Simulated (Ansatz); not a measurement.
# Na(100) with 4 thermally displaced layers, 2x2: scattering by thermal displacements

Aim: the resistivity of Na at 300 K from frozen thermal displacements between perfect leads.

Program: Ansatz 0.2.0. Level of theory: Ansatz plane-wave DFT, PBE, PAW files; ballistic transport by layer matching (Landauer), zero bias; PAW set soft_1. Results are calculated unless marked as measured.

Report form: the programs' logs are mostly left out.

### Step 1. Set-up

The cell holds 56 atoms: 56 Na. Cell: a = 8.581 Å, b = 8.581 Å, c = 30.034 Å, α = 90.0°, β = 90.0°, γ = 90.0°. It derives from Na. Regions: lead, 40 atoms (40 Na); scattering region, 16 atoms (16 Na). The structure is stacked along c, and the current runs across the ab planes.

### Step 2. With 4 displaced layers

Each atom of 4 layers is moved at random, by amounts drawn from a normal law 0.2769 Å wide in each direction from the Debye model (158 K) at 300 K. The layers about the cell's end stay perfect and serve as the lead. Disorder leaves little or no symmetry, which makes such runs dear. Energies from -0.05 to 0.05 eV in steps of 0.05 eV are too few for the program's thermal sum, so it prints no conductance; for a metal the transmission near the Fermi level serves, at a fraction of the cost.

File input.yaml:

```yaml
crystal:
  lattice:
    - [8.5812, 0.0, 0.0]
    - [0.0, 8.5812, 0.0]
    - [0.0, 0.0, 30.0342]
  atoms:
    - { symbol: Na, position: [0.0, 0.0, 0.0357142857] }
    - { symbol: Na, position: [0.0, 0.5, 0.0357142857] }
    - { symbol: Na, position: [0.5, 0.0, 0.0357142857] }
    - { symbol: Na, position: [0.5, 0.5, 0.0357142857] }
    - { symbol: Na, position: [0.25, 0.25, 0.1071428571] }
    - { symbol: Na, position: [0.25, 0.75, 0.1071428571] }
    - { symbol: Na, position: [0.75, 0.25, 0.1071428571] }
    - { symbol: Na, position: [0.75, 0.75, 0.1071428571] }
[... 44 atom lines left out ...]
    - { symbol: Na, position: [0.25, 0.25, 0.9642857143] }
    - { symbol: Na, position: [0.25, 0.75, 0.9642857143] }
    - { symbol: Na, position: [0.75, 0.25, 0.9642857143] }
    - { symbol: Na, position: [0.75, 0.75, 0.9642857143] }
kpoints:
  mp_grid: { grid: [3, 3, 1] }
hamiltonian:
  xc: pbe
  pseudopotentials: { kind: paw, azcp: { folder: soft_1 } }
scf:
  occupations: { method: fermi_dirac, width: 0.1 }
output:
  transmission: { leads: [[0, 4]], kmesh: [6, 6], e_range: [-0.05, 0.05], de: 0.05 }
  write_potential: true
  write_density: true
  volumetric_format: npy
```

Run with:

```bash
$ ansatz run input.yaml --threads 4 --pin off --max-ram 15360MiB --backend cpu --events-out ev --progress --plain --runs-dir out
```

Elapsed: 19 min, on 4 threads of Intel Xeon Platinum 8375C at 2.90GHz (Ice Lake), shared host; peak memory 10 GiB.

Numbers from this step:

```yaml
free_energy: -83238.9661 eV
energy_at_zero_smearing: -83238.5450 eV
fermi_energy: 1.388 eV
cell_area: 73.64 Å²
transmission_per_spin_nearest_the_fermi_level: 4.739
open_channels_per_spin_nearest_the_fermi_level: 4.917
step_of_the_lead_s_potential: 2.9 meV
```

Per spin. Transmission, zone mean against energy, zero at the Fermi level:

```csv
energy (eV),"transmission, zone mean"
-0.0500,4.70
0.0000,4.74
0.0500,4.76
```

Per spin. The open channels, zone mean, lead stays at 4.92 for energy from -0.05 to 0.05 eV.

Transmission over k1 and k2. At 0.0000 eV from the Fermi level.

Ten even steps from '_' (3.96) to '@' (5.76):
```
____==@@==__
__==@@++@@==
@@##++++++##
__==@@++@@==
____==@@==__
______@@____
```
Columns: k1 (b1) from -0.5 to 0.333; rows upwards: k2 (b2) from -0.5 to 0.333.

Open channels over k1 and k2. At 0.0000 eV from the Fermi level.

Ten even steps from '_' (4.00) to '@' (6.00):
```
____++@@++__
__++@@++@@++
@@@@++++++@@
__++@@++@@++
____++@@++__
______@@____
```
Columns: k1 (b1) from -0.5 to 0.333; rows upwards: k2 (b2) from -0.5 to 0.333.

Over the solved energies the transmission per spin lies between 4.70 and 4.76, out of 4.92 channels of the lead on average (up to 4.92).

### Step 3. With 8 displaced layers

Each atom of 8 layers is moved at random, by amounts drawn from a normal law 0.2769 Å wide in each direction from the Debye model (158 K) at 300 K. A fresh draw is used; the growth of the resistance with length is what counts.

System of this step: Na(100) with 8 thermally displaced layers, 2x2. The cell holds 72 atoms: 72 Na. Its edges and angles: a = 8.581 Å, b = 8.581 Å, c = 38.615 Å, α = 90.0°, β = 90.0°, γ = 90.0°. It derives from Na. Regions: lead, 40 atoms (40 Na); scattering region, 32 atoms (32 Na). The structure is stacked along c, and the current runs across the ab planes.

File input.yaml:

```yaml
crystal:
  lattice:
    - [8.5812, 0.0, 0.0]
    - [0.0, 8.5812, 0.0]
    - [0.0, 0.0, 38.6154]
  atoms:
    - { symbol: Na, position: [0.0, 0.0, 0.0277777778] }
    - { symbol: Na, position: [0.0, 0.5, 0.0277777778] }
    - { symbol: Na, position: [0.5, 0.0, 0.0277777778] }
    - { symbol: Na, position: [0.5, 0.5, 0.0277777778] }
    - { symbol: Na, position: [0.25, 0.25, 0.0833333333] }
    - { symbol: Na, position: [0.25, 0.75, 0.0833333333] }
    - { symbol: Na, position: [0.75, 0.25, 0.0833333333] }
    - { symbol: Na, position: [0.75, 0.75, 0.0833333333] }
[... 60 atom lines left out ...]
    - { symbol: Na, position: [0.25, 0.25, 0.9722222222] }
    - { symbol: Na, position: [0.25, 0.75, 0.9722222222] }
    - { symbol: Na, position: [0.75, 0.25, 0.9722222222] }
    - { symbol: Na, position: [0.75, 0.75, 0.9722222222] }
kpoints:
  mp_grid: { grid: [3, 3, 1] }
hamiltonian:
  xc: pbe
  pseudopotentials: { kind: paw, azcp: { folder: soft_1 } }
scf:
  occupations: { method: fermi_dirac, width: 0.1 }
output:
  transmission: { leads: [[0, 4]], kmesh: [6, 6], e_range: [-0.05, 0.05], de: 0.05 }
  write_potential: true
  write_density: true
  volumetric_format: npy
```

Wall time 27 min (4 threads); peak memory 10 GiB.

This step gave:

```yaml
free_energy: -107020.4968 eV
energy_at_zero_smearing: -107019.9747 eV
fermi_energy: 1.399 eV
transmission_per_spin_nearest_the_fermi_level: 4.534
step_of_the_lead_s_potential: 10.6 meV
```

Per spin. The transmission, zone mean by energy, zero at the Fermi level:

```csv
energy (eV),"transmission, zone mean"
-0.0500,4.39
0.0000,4.53
0.0500,4.56
```

Over the solved energies the transmission per spin lies between 4.39 and 4.56, out of 4.90 channels of the lead on average (up to 4.92).

### Step 4. With 12 displaced layers

Each atom of 12 layers is moved at random, by amounts drawn from a normal law 0.2769 Å wide in each direction from the Debye model (158 K) at 300 K. A fresh draw is used; the growth of the resistance with length is what counts.

System of this step: Na(100) with 12 thermally displaced layers, 2x2. The cell holds 88 atoms: 88 Na. Cell: a = 8.581 Å, b = 8.581 Å, c = 47.197 Å, α = 90.0°, β = 90.0°, γ = 90.0°. It derives from Na. Regions: lead, 40 atoms (40 Na); scattering region, 48 atoms (48 Na). The structure is stacked along c, and the current runs across the ab planes.

File input.yaml:

```yaml
crystal:
  lattice:
    - [8.5812, 0.0, 0.0]
    - [0.0, 8.5812, 0.0]
    - [0.0, 0.0, 47.1966]
  atoms:
    - { symbol: Na, position: [0.0, 0.0, 0.0227272727] }
    - { symbol: Na, position: [0.0, 0.5, 0.0227272727] }
    - { symbol: Na, position: [0.5, 0.0, 0.0227272727] }
    - { symbol: Na, position: [0.5, 0.5, 0.0227272727] }
    - { symbol: Na, position: [0.25, 0.25, 0.0681818182] }
    - { symbol: Na, position: [0.25, 0.75, 0.0681818182] }
    - { symbol: Na, position: [0.75, 0.25, 0.0681818182] }
    - { symbol: Na, position: [0.75, 0.75, 0.0681818182] }
[... 76 atom lines left out ...]
    - { symbol: Na, position: [0.25, 0.25, 0.9772727273] }
    - { symbol: Na, position: [0.25, 0.75, 0.9772727273] }
    - { symbol: Na, position: [0.75, 0.25, 0.9772727273] }
    - { symbol: Na, position: [0.75, 0.75, 0.9772727273] }
kpoints:
  mp_grid: { grid: [3, 3, 1] }
hamiltonian:
  xc: pbe
  pseudopotentials: { kind: paw, azcp: { folder: soft_1 } }
scf:
  occupations: { method: fermi_dirac, width: 0.1 }
output:
  transmission: { leads: [[0, 4]], kmesh: [6, 6], e_range: [-0.05, 0.05], de: 0.05 }
  write_potential: true
  write_density: true
  volumetric_format: npy
```

It took 41 min on 4 threads; peak memory 9.6 GiB; 2.6 h of CPU time.

This step gave:

```
free energy                                   : -130802.6668 eV
energy at zero smearing                       : -130802.0352 eV
Fermi energy                                  : 1.410 eV
transmission per spin nearest the Fermi level : 4.129
step of the lead's potential                  : 6.6 meV
```

Per spin. The transmission, zone mean by energy, zero at the Fermi level:

```csv
energy (eV),"transmission, zone mean"
-0.0500,4.07
0.0000,4.13
0.0500,4.11
```

Over the solved energies the transmission per spin lies between 4.07 and 4.13, out of 4.88 channels of the lead on average (up to 4.92).

### Step 5. The fit

This step: Ansatz plane-wave DFT, PBE, PAW files; ballistic transport by layer matching (Landauer), zero bias; resistivity from the slope of the area resistance; PAW set soft_1 (Ansatz 0.2.0).

This step gave:

```
resistivity           : 17.08 µΩ cm
intercept             : -0.08750 fΩ m²
scatter about the fit : 0.02255 fΩ m²
```

Resistance, by row:

```csv
run,length (Å),T,channels N,RA (fΩ m²)
n4,8.581,4.733,4.917,0.07501
n8,17.16,4.496,4.898,0.1737
n12,25.74,4.104,4.88,0.3681
```

Table of area resistance by length of the displaced region:

```csv
length of the displaced region (Å),area resistance (fΩ m²)
8.58,0.0750
17.16,0.174
25.74,0.368
```

The area resistance goes from 0.075 to 0.37 fΩ m² between 8.6 and 25.7 Å, a slope of 17 µΩ cm.

By hand from the end points: (0.3681 − 0.07501) fΩ m² / (25.74 − 8.58) Å = 17 µΩ cm, since 1 fΩ m² per Å is 1000 µΩ cm.

### Step 6. What came out

| Quantity | Value |
| --- | --- |
| resistivity from the slope | 17.1 µΩ cm |
| area resistance over 8.58 Å | 0.0750 fΩ m² |
| area resistance over 17.2 Å | 0.174 fΩ m² |
| area resistance over 25.7 Å | 0.368 fΩ m² |

In words: The slope gives 17 µΩ cm. The points scatter by 0.023 fΩ m² about the line, with one random draw a length in a 2x2 cell, so the slope is a rough value. The mean square of the displacements drawn is 0.75, 0.94 and 0.81 of the nominal one at the three lengths; with each resistance scaled back by that, the slope is 21 µΩ cm, the value used below. Read with a model of isotropic scattering on a spherical Fermi surface and the lead's 0.52×10¹⁵ S/m², this slope means a mean free path near 78 Å; over these lengths the model's slope is 1.11 times its bulk resistivity, which would be 19 µΩ cm. Uncorrelated displacements put too much weight on short waves, which scatter strongly; with the sideways repeat of a small cell, one draw and three short lengths, the method is good to a factor of two or three. The measured value is 4.93 µΩ cm (CRC Handbook of Chemistry and Physics, 84th ed., 2003, Electrical Resistivity of Pure Metals); the scaled slope is 4.2 times that and the corrected value 3.8: clearly high.

[Logs are printed without paths, hosts, clocks, repeated set-up lines and the standing remarks that a program may print on its own settings, such as how far it seeks lower states.]

[Hosts, paths, dates, database ids (printed as entryN), source tags and the programs' standing remarks are cut or masked in the printed files.]
